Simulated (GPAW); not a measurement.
Entries from a set of simulations; values are calculated unless marked as measured.

**How the form of the self-energy moves the gap of InHO2 (Pmn2_1)**

The structure is orthorhombic, space group Pmn2_1 (No. 31). Conventional cell: a = 3.270 Å, b = 4.560 Å, c = 5.260 Å, α = 90.00°, β = 90.00°, γ = 90.00°. Nearest to In lie 6 O at 2.14 to 2.22 Å. Nearest to H lie 1 O at 1.08 Å. Nearest to O lie 1 H at 1.08 Å and 3 In at 2.20 to 2.22 Å. Nearest to O lie 1 H at 1.47 Å and 3 In at 2.14 Å. Farther neighbours and most contacts between anions are not listed.

```xyz
8
Lattice="3.2700 0.0000 0.0000 0.0000 4.5600 0.0000 0.0000 0.0000 5.2600" Properties=species:S:1:pos:R:3 pbc="T T T"
In    0.0000    3.3544    0.0000
In    1.6350    1.2056    2.6300
H     0.0000    3.5887    2.5248
H     1.6350    0.9713    5.1548
O     0.0000    4.4779    1.9146
O     1.6350    0.0821    4.5446
O     0.0000    2.3803    3.3559
O     1.6350    2.1797    0.7259
```

```
method                                  : DFT, LDA, plane waves, PAW (and 3 further levels or steps)
program                                 : GPAW 26.7.0
settings of one run                     : cutoff 600 eV, GPAW PAW setups 1.2.1 data release, 4×2×2 k-mesh, nbands 188
cost                                    : 6 runs, 2.7 min in all on 4 MPI ranks of Arm Neoverse V2, shared host (the runs of this entry)
notes                                   : The cell and positions come from the Crystallography Open Database and are kept as given unless a step says otherwise. Limits: no spin-orbit coupling. Bands and cutoff are finite, so the gap is not at the basis limit. The miss can reach some tenths of an eV and take either sign; the mesh is an error of its own. The program warns of a poor linear fit in the extrapolation of some level, so the extrapolated values are rough. The 4×2×2 mesh is coarse for this cell, which bears on the long-range parts of exchange and screening.
G0W0, Godby-Needs plasmon pole          : 3.566 eV
one-shot HSE06                          : 3.822 eV
G0W0, extrapolated in the cutoff        : 3.579 eV
one-shot Hartree-Fock                   : 11.487 eV
G0W0, full frequency, Hilbert transform : 3.527 eV
known limits                            : not at the basis limit; no spin-orbit coupling; coarse k mesh
```

One-shot HSE06: +0.256 eV against G0W0, Godby-Needs plasmon pole. G0W0, extrapolated in the cutoff: +0.013 eV against G0W0, Godby-Needs plasmon pole, at other bands or cutoff, so not like for like.

[Paths, hosts, dates, memory and timing lines, banners, echoed tables and standing remarks are left out of the program output.]

[Logs are printed without paths, hosts, clocks, repeated set-up lines and the standing remarks that a program may print on its own settings, such as how far it seeks lower states.]

[Runs of the session that timed out or met a known fault of the program may be left out.]

[Hosts, paths, dates, database ids (printed as entryN), source tags and the programs' standing remarks are cut or masked in the printed files.]
